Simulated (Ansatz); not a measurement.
# Starting-point dependence of the GW gap of Cs2AgSbBr6 (Fm-3m)

One-shot GW is not self-consistent; how far does the start matter for Cs2AgSbBr6 (Fm-3m)?

Main program and level: Ansatz 0.2.0; G0W0 on several functionals, plane waves, PAW.

In doubt: one-shot GW on d or f shells is unsure, so the values of those runs are not to be relied on.

**1. Set-up**

Symmetry: Fm-3m, No. 225, cubic system. Conventional cell: a = 11.379 Å, b = 11.379 Å, c = 11.379 Å, α = 90.00°, β = 90.00°, γ = 90.00°. Cs has 12 Br at 4.02 Å nearest. Nearest to Ag lie 6 Br at 2.86 Å. Nearest to Sb lie 6 Br at 2.83 Å. Nearest to Br lie 1 Sb at 2.83 Å and 1 Ag at 2.86 Å and 4 Cs at 4.02 Å. Farther neighbours and most contacts between anions are not listed.

The cell and positions are those that the Materials Project relaxed with its own functionals (PBE, PBE+U or r2SCAN), kept fixed. Spin-orbit coupling is left out unless a step names it.

**2. G0W0 on r2SCAN**

G0W0 replaces the xc potential by the self-energy, built once from these orbitals. Only a window of levels is corrected, while the sums run over the empty bands that the input names. This step takes PAW set soft_1 files.

This step: G0W0 on r2SCAN, plane waves, PAW; PAW set soft_1.

input.yaml reads:

```yaml
crystal:
  lattice:
    - [0.0, 5.689253, 5.689253]
    - [5.689253, 0.0, 5.689253]
    - [5.689253, 5.689253, 0.0]
  atoms:
    - { symbol: Cs, position: [0.75, 0.75, 0.75] }
    - { symbol: Cs, position: [0.25, 0.25, 0.25] }
    - { symbol: Ag, position: [0.5, 0.5, 0.5] }
    - { symbol: Sb, position: [0.0, 0.0, 0.0] }
    - { symbol: Br, position: [0.751554, 0.248446, 0.248446] }
    - { symbol: Br, position: [0.248446, 0.248446, 0.751554] }
    - { symbol: Br, position: [0.248446, 0.751554, 0.751554] }
    - { symbol: Br, position: [0.248446, 0.751554, 0.248446] }
    - { symbol: Br, position: [0.751554, 0.248446, 0.751554] }
    - { symbol: Br, position: [0.751554, 0.751554, 0.248446] }
kpoints:
  mp_grid: { grid: [2, 2, 2] }
hamiltonian:
  xc: r2scan
  pseudopotentials: { kind: paw, azcp: { folder: soft_1 } }
scf:
  occupations: { method: fixed }
gw:
  n_empty_bands: 1099
  ecut_chi: 120.0
  qp_bands: [v3, c3]
  qp_kpoints: band_edges
  screening: { model: contour_deformation }
```

Command:

```
$ ansatz run input.yaml --threads 3 --pin off --max-ram 92160MiB --backend cuda --events-out ev --progress --plain --runs-dir out --devices 1 --max-vram 13GiB
```

Numbers of over 12 decimals in the logs are rounded to 6 here.

The log of the run:

```text
GPUs: using 1 of 1 available (devices: 1).
Engine: ansatz 0.2.0, x86_64-unknown-linux-gnu
Pseudopotentials: kind: paw
Pseudopotential: Cs, paw, valence charge 9, recommended cutoff 500 eV (meta_gga), soft_1/Cs.paw.azcp
Pseudopotential: Ag, paw, valence charge 19, recommended cutoff 500 eV (meta_gga), soft_1/Ag.paw.azcp
Pseudopotential: Sb, paw, valence charge 15, recommended cutoff 500 eV (meta_gga), soft_1/Sb.paw.azcp
Pseudopotential: Br, paw, valence charge 7, recommended cutoff 500 eV (meta_gga), soft_1/Br.paw.azcp
Functional definition: r2SCAN
  parameter k0 = 0.174
  parameter k1 = 0.065
  parameter a1 = 4.9479
  exchange = r2scan_x(k0 = k0, k1 = k1, a1 = a1)
  correlation = r2scan_c
device memory: the entry about to start is reckoned to put 4.1 GiB on a device that reports 16.7 GiB free (of which the cap on the GPU budget leaves the run 13.0 GiB)
GPU FFT provider: cuFFT
GPU libraries: cuBLAS 13.8.2, cuFFT 12.4.0, cuSOLVER 12.3.4
Crystal: 10 atoms, lattice volume = 368.295 Å³
Basis set: ecut = 500 eV, 9377 PW (Γ), exchange–correlation on 240×240×240 points (64 copies of the dense FFT grid, shifted against one another)
Bands: 57, of which v1, the nominal top of the filled ones, is band 47 counted from 1 (46 counted from 0)
Symmetry: 48 space group operations
Space group: Fm-3m (ITA 225), of the structure as read, at distance tolerance 7.2e-5 Å
k-points: 3 of 8
Non-local potential: Cs, projectors of the file, l = 0: 3, l = 1: 2, l = 2: 2, l = 3: 2
Non-local potential: Ag, projectors of the file, l = 0: 3, l = 1: 2, l = 2: 2, l = 3: 1
Non-local potential: Sb, projectors of the file, l = 0: 2, l = 1: 2, l = 2: 2, l = 3: 1
Non-local potential: Br, projectors of the file, l = 0: 2, l = 1: 2, l = 2: 2
PAW form: soft (Blöchl's): semilocal exchange-correlation on the pseudo side does not see the compensation charge
PAW frozen core: Cs, regenerated for the run's functional (the file was generated under x = pbe(κ = 0.804, μ = 0.219515), c = pbe(β = 0.066725))
PAW frozen core: Ag, regenerated for the run's functional (the file was generated under x = pbe(κ = 0.804, μ = 0.219515), c = pbe(β = 0.066725))
PAW frozen core: Sb, regenerated for the run's functional (the file was generated under x = pbe(κ = 0.804, μ = 0.219515), c = pbe(β = 0.066725))
PAW frozen core: Br, regenerated for the run's functional (the file was generated under x = pbe(κ = 0.804, μ = 0.219515), c = pbe(β = 0.066725))
PAW one-centre angular grid: Cs, 302 points (default); XC on 160 Gauss nodes
PAW one-centre angular grid: Ag, 590 points (default); XC on 160 Gauss nodes
PAW one-centre angular grid: Sb, 590 points (default); XC on 160 Gauss nodes
PAW one-centre angular grid: Br, 302 points (default); XC on 160 Gauss nodes
Initial density: superposition of atomic densities (chi_scale 0.1, normalization cell, long waves kept (reshape's long-wave potential 0.00 eV rms))
Initial wavefunctions: pseudopotential atomic-orbital guess
GPU buffer pool allocated for 216000 grid points (all kernels)
GPU transforms: local potential and band sums: pruned to the plane-wave sphere, on 60×60×60
Functional: x = r2scan, c = r2scan; τ floored in thin density (d = 2e-4 eV/Å³)
SCF iter   1: F=—  HF=-42246.991110 eV  |F-HF|=—  |Δ(HF+E_count)|=         —  Δρ=2.89e-2  dr2=6.10e0  dr2_τ=3.77e-2  ethr=3.10e-3  ⟨swp⟩=5.0  Hψ=569  notcnv=0  defer=19
preconditioner: auto → Resta (q_TF=auto, 2.173 Å⁻¹)  ε∞=3.4  [insulator: Δε(μ)=1.256 eV  Ē_g=10.549 eV  n_scr=58 (ndim 8)  ℏωp=16.4 eV  f_vac=0.012  ε∞_Penn≈3.4]
SCF iter   2: F=—  HF=-42245.320761 eV  |F-HF|=—  |Δ(HF+E_count)|=    1.67e0  Δρ=1.17e-2  dr2=1.23e0  dr2_τ=5.80e-2  ethr=3.10e-3  ⟨swp⟩=3.0  Hψ=362  notcnv=0  defer=20
SCF iter   3: F=—  HF=-42244.899576 eV  |F-HF|=—  |Δ(HF+E_count)|=   4.21e-1  Δρ=4.73e-3  dr2=2.55e-1  dr2_τ=8.55e-3  ethr=1.31e-3  ⟨swp⟩=3.0  Hψ=327  notcnv=0  defer=22
SCF iter   4: F=—  HF=-42244.791222 eV  |F-HF|=—  |Δ(HF+E_count)|=   1.08e-1  Δρ=1.70e-3  dr2=2.12e-2  dr2_τ=6.64e-4  ethr=2.71e-4  ⟨swp⟩=2.7  Hψ=278  notcnv=0  defer=23
SCF iter   5: F=—  HF=-42244.791442 eV  |F-HF|=—  |Δ(HF+E_count)|=   2.20e-4  Δρ=6.59e-4  dr2=1.58e-3  dr2_τ=7.49e-5  ethr=2.25e-5  ⟨swp⟩=2.7  Hψ=292  notcnv=0  defer=22
SCF iter   6: F=—  HF=-42244.792016 eV  |F-HF|=—  |Δ(HF+E_count)|=   5.73e-4  Δρ=1.19e-4  dr2=6.04e-5  dr2_τ=4.29e-6  ethr=1.68e-6  ⟨swp⟩=2.0  Hψ=313  notcnv=0  defer=22
SCF iter   7: F=—  HF=-42244.792051 eV  |F-HF|=—  |Δ(HF+E_count)|=   3.55e-5  Δρ=3.09e-5  dr2=6.57e-6  dr2_τ=3.81e-7  ethr=6.42e-8  ⟨swp⟩=2.0  Hψ=292  notcnv=0  defer=21
SCF iter   8: F=—  HF=-42244.792052 eV  |F-HF|=—  |Δ(HF+E_count)|=   1.13e-6  Δρ=8.80e-6  dr2=3.16e-7  dr2_τ=1.96e-8  ethr=6.98e-9  ⟨swp⟩=2.0  Hψ=283  notcnv=0  defer=21
SCF iter   9: F=-42244.792052 eV  HF=-42244.792052 eV  |F-HF|=6.76e-9  |Δ(HF+E_count)|=   1.04e-7  Δρ=1.66e-6  dr2=8.33e-9  dr2_τ=6.43e-10  ethr=1.06e-10  ⟨swp⟩=17.0  Hψ=940  notcnv=0
SCF 1 converged in 9 iterations: F = -42244.792052 eV  dr2 = 8.33e-9
  greatest PAW one-centre occupation: 1.002 electrons in one spin orbital (limit 2), on the Ag atom at site 2 (counted from 0), in its partial waves of l = 0
device memory: the entry about to start is reckoned to put 4.6 GiB (of the 4.8 GiB reckoned in all, the device holds 0.1 GiB already) on a device that reports 16.4 GiB free (of which the cap on the GPU budget leaves the run 12.9 GiB)
NSCF: frozen V_eff on 3 k-points
the band table was solved once the SCF had ended and its energy, with any forces and stress, was formed, with the checks that follow a solve (738 applications of the Hamiltonian). They found nothing against the state; the energy, forces and stress were not computed again (output.eigenvalues in the input reference)
device memory: the entry about to start is reckoned to put 9.4 GiB on a device that reports 16.5 GiB free (of which the cap on the GPU budget leaves the run 13.0 GiB)
NSCF: frozen V_eff on 3 k-points
G₀W₀ screening: q 1/3
[... further progress lines ...]
device memory: the entry about to start is reckoned to put 0.9 GiB on a device that reports 16.4 GiB free (of which the cap on the GPU budget leaves the run 13.0 GiB)
NSCF: frozen V_eff on 1 k-points
device memory: the entry about to start is reckoned to put 0.9 GiB on a device that reports 16.4 GiB free (of which the cap on the GPU budget leaves the run 13.0 GiB)
NSCF: frozen V_eff on 1 k-points
SCF converged after 9 iterations
Free energy (F): -42244.792052 eV
Harris-Foulkes:  -42244.792052 eV  (|F-HF|=6.76e-9)
Internal energy: -42244.792052 eV  (E = F + TS)
E sigma→0 (E₀):  -42244.792052 eV
Fermi energy:    3.751566 eV
--- Per-component energies (eV) ---
  E_band       = -971.752152
  E_kinetic    = 1706.992225
  E_local      = -8314.326783  (includes V_loc(G=0)·N_el)
  E_nonlocal   = 773.865939
  E_hartree    = 3523.415839
  E_xc         = -1681.761941
  E_vxc        = -1335.991609  (∫ρ·V_xc dr)
  E_paw        = -32732.836406  (= ΣΔE_a)
  E_vpaw       = -920.041501  (= ΣTr[D̂ρ^β])
  E_aug_tail   = 0.000177  (compensation charges beyond the density's cutoff)
  E_vtau       = 70.922907  (kinetic-family band-sum trace: ∫τ·v_τ [+ j·A + Jᵃ·Aᵃ] dr)
  E_ewald      = -5519.288455
  E_core_change = -0.852649  (= ΣΔE_core)
  E_smearing   = -0.000000  (= −TS)
  E_closure    = -0.000000  (closes the sum)
  Σ components = -42244.792052   (vs F -42244.792052, Δ=0.00e0)
--- Band table (eV) ---
  k-point 0: bands = [... 43 lower, 2.3175, 2.3175, 2.6874, 2.6874, 5.9743, 5.9743, 5.9743, 7.7717, ... 6 higher]
  k-point 1: bands = [... 43 lower, 2.0397, 2.2313, 2.2313, 2.5980, 4.9361, 7.1507, 7.1507, 9.0799, ... 6 higher]
  k-point 2: bands = [... 43 lower, 1.9847, 2.3033, 2.6828, 3.7516, 6.3677, 6.3677, 6.6618, 8.1329, ... 6 higher]
--- G₀W₀: contour deformation, 7 samples at zero and on the imaginary axis and 1 off it, 8 q-points, 1099 empty bands' worth ---
  eigenvalues of the whole cell's RPA ε∞ on this k-mesh (on a slab, of 1 + 4πα/V) = 5.2672, 5.2672, 5.2672; static W/v taken at q = 0 is 0.189854
  bands read: the sum over 1146 bands ends inside a degenerate multiplet in 1 slot, whose members it reads at an even weight; the widest, k=1: bands 1146 to 1147 (counted from 1) at 1/2 each
  gw.qp_kpoints: band_edges: 3 of 3 stored k-points solved, in 1 pass; an edge of the gap read off the rows below is read off those points alone
    ik  band        ε_KS         Σx   Σc(E_QP)       V_xc       Z   E_QP_lin       E_QP  E_QP is
     0    45      2.3175   -19.8345     2.6121   -16.4068  0.7453     1.4822     1.5020  root
     0    46      2.6874   -26.6847     3.1865   -22.9796  0.7389     2.1614     2.1687  root
     0    47      2.6874   -26.6847     3.1865   -22.9796  0.7389     2.1614     2.1687  root
     0    48      5.9743    -9.4911    -3.5013   -13.3210  0.7726     6.3052     6.3029  root
     0    49      5.9743    -9.4911    -3.5013   -13.3210  0.7726     6.3052     6.3029  root
     0    50      5.9743    -9.4911    -3.5013   -13.3210  0.7726     6.3052     6.3029  root
     1    45      2.2313   -22.7380     2.9780   -19.0721  0.7359     1.5230     1.5434  root
     1    46      2.2313   -22.7380     2.9780   -19.0721  0.7359     1.5230     1.5434  root
     1    47      2.5980   -18.3167     1.3811   -16.3611  0.7572     2.0158     2.0235  root
     1    48      4.9361    -9.3512    -3.5174   -13.1609  0.7792     5.2298     5.2283  root
     1    49      7.1507   -12.1498    -3.5899   -16.1707  0.7409     7.5912     7.5816  root
     1    50      7.1507   -12.1498    -3.5899   -16.1707  0.7409     7.5912     7.5816  root
     2    45      2.3033   -19.7859     2.6079   -16.3620  0.7453     1.4674     1.4873  root
     2    46      2.6828   -26.6977     3.1940   -22.9843  0.7383     2.1560     2.1634  root
     2    47      3.7516   -23.0740     1.8616   -20.7456  0.7587     3.2803     3.2847  root
     2    48      6.3677   -10.1684    -3.5963   -14.1342  0.7644     6.7404     6.7372  root
     2    49      6.3677   -10.1684    -3.5963   -14.1342  0.7644     6.7404     6.7372  root
     2    50      6.6618   -10.5424    -3.6896   -14.6329  0.7579     7.0669     7.0627  root
```

Wall time 26 s (1 × NVIDIA H100 80GB HBM3 (shared by 6 runs) with 3 threads of AMD EPYC 7R13 (Zen 3), shared host); peak memory 3.2 GiB; 43 s of CPU time.

The column dr2 measures how far the density is from self-consistency, as an energy; F and HF (Harris–Foulkes) agree once it is small.

This step gave:

```
bands summed                                 : 1146
RPA ε∞ on this mesh (eigenvalues)            : 5.267, 5.267, 5.267
plane waves in the screening matrix          : 1067
q-points in the mesh                         : 8
G0W0 gap on the mesh                         : 1.944 eV
k of the valence top                         : 0, -0.5, -0.5
k of the conduction bottom                   : 0, 0, -0.5
starting gap on the mesh                     : 1.184 eV
Z at the valence top                         : 0.7587
Z at the conduction bottom                   : 0.7792
least direct G0W0 gap on the computed points : 3.205 eV
```

The gap on the mesh goes from 1.18 eV to 1.94 eV, a correction of +0.76 eV. Between the two edge states, bare exchange in place of the xc potential would open the gap by 6.14 eV, and correlation takes back 5.38 eV.

(Part 1 of 2 ends here.)

[Paths, hosts, dates, memory and timing lines, banners, echoed tables and standing remarks are left out of the program output.]

[Logs are printed without paths, hosts, clocks, repeated set-up lines and the standing remarks that a program may print on its own settings, such as how far it seeks lower states.]

[Runs of the session that timed out or met a known fault of the program may be left out.]

[Cells called generated may have been cut or substituted from an entry of the Crystallography Open Database or the Materials Project.]

[Hosts, paths, dates, database ids (printed as entryN), source tags and the programs' standing remarks are cut or masked in the printed files.]
